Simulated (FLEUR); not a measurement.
## NiO: largest sphere moment, antiferro q=(0,1/2,1/2) +- against volume factor, fitted and tested on a withheld row

System: NiO, 1 Ni and 1 O in the cell, space group Fm-3m. From the study “How the volume moves the moments of NiO”.

Method: PBE with U = 6 eV on Ni d; all-electron FLAPW, Dirac cores, scalar-relativistic bands (FLEUR MaX-R8.1). Settings shared by all rows: kmax 4.4 1/bohr, hist occupations, smearing width 0.05 eV. The opposed order is one of several, taken for its small cell; another can lie lower, so the scan does not name the ground state. Atoms were not relaxed at any point.

Computed values, one withheld:

| volume factor | largest sphere moment, antiferro q=(0,1/2,1/2) +- (μB) |
| --- | --- |
| 0.88 | 1.77367 |
| 0.91 | 1.78172 |
| 0.94 | 1.78903 |
| 0.97 | 1.79546 |
| 1 | 1.80150 |
| 1.03 | ? |
| 1.06 | 1.81192 |
| 1.09 | 1.81653 |
| 1.12 | 1.82099 |

**Question.** Fit the rows given and predict the largest sphere moment, antiferro q=(0,1/2,1/2) +- at volume factor = 1.03.

**Law.** No simple law fixes this dependence; over a few percent of strain it is smooth while the state stays the same, so an empirical parabola in s = factor − 1 is fitted. In symbols, y = c0 + c1 s + c2 s², with largest sphere moment, antiferro q=(0,1/2,1/2) +- in μB.

**Fit.** Least squares on 8 rows gives c0 = 1.80152, c1 = 0.19508 and c2 = -0.292359.

| volume factor | s | computed | fit | computed − fit |
| --- | --- | --- | --- | --- |
| 0.88 | -0.12 | 1.77367 | 1.773900 | -0.000230 |
| 0.91 | -0.09 | 1.78172 | 1.781595 | 0.000125 |
| 0.94 | -0.06 | 1.78903 | 1.788763 | 0.000267 |
| 0.97 | -0.03 | 1.79546 | 1.795404 | 0.000056 |
| 1 | 0 | 1.80150 | 1.801520 | -0.000020 |
| 1.06 | 0.06 | 1.81192 | 1.812172 | -0.000252 |
| 1.09 | 0.09 | 1.81653 | 1.816709 | -0.000179 |
| 1.12 | 0.12 | 1.82099 | 1.820720 | 0.000270 |

At s = 0 the slope is 0.00195 μB for each percent of the factor.

**Prediction.** At volume factor = 1.03, s = 0.03, so the law predicts 1.807109 μB. The computed value is 1.80700 μB, 0.000109 below the prediction (under 0.1 % of it). The row lies between fitted rows, so this is an interpolation. The miss is smaller than the rms residual of the fit, 0.000198.

[Hosts, paths, dates, database ids (printed as entryN), source tags and the programs' standing remarks are cut or masked in the printed files.]

[Where a cell is said to come from a database of computed structures, the database is the Materials Project.]
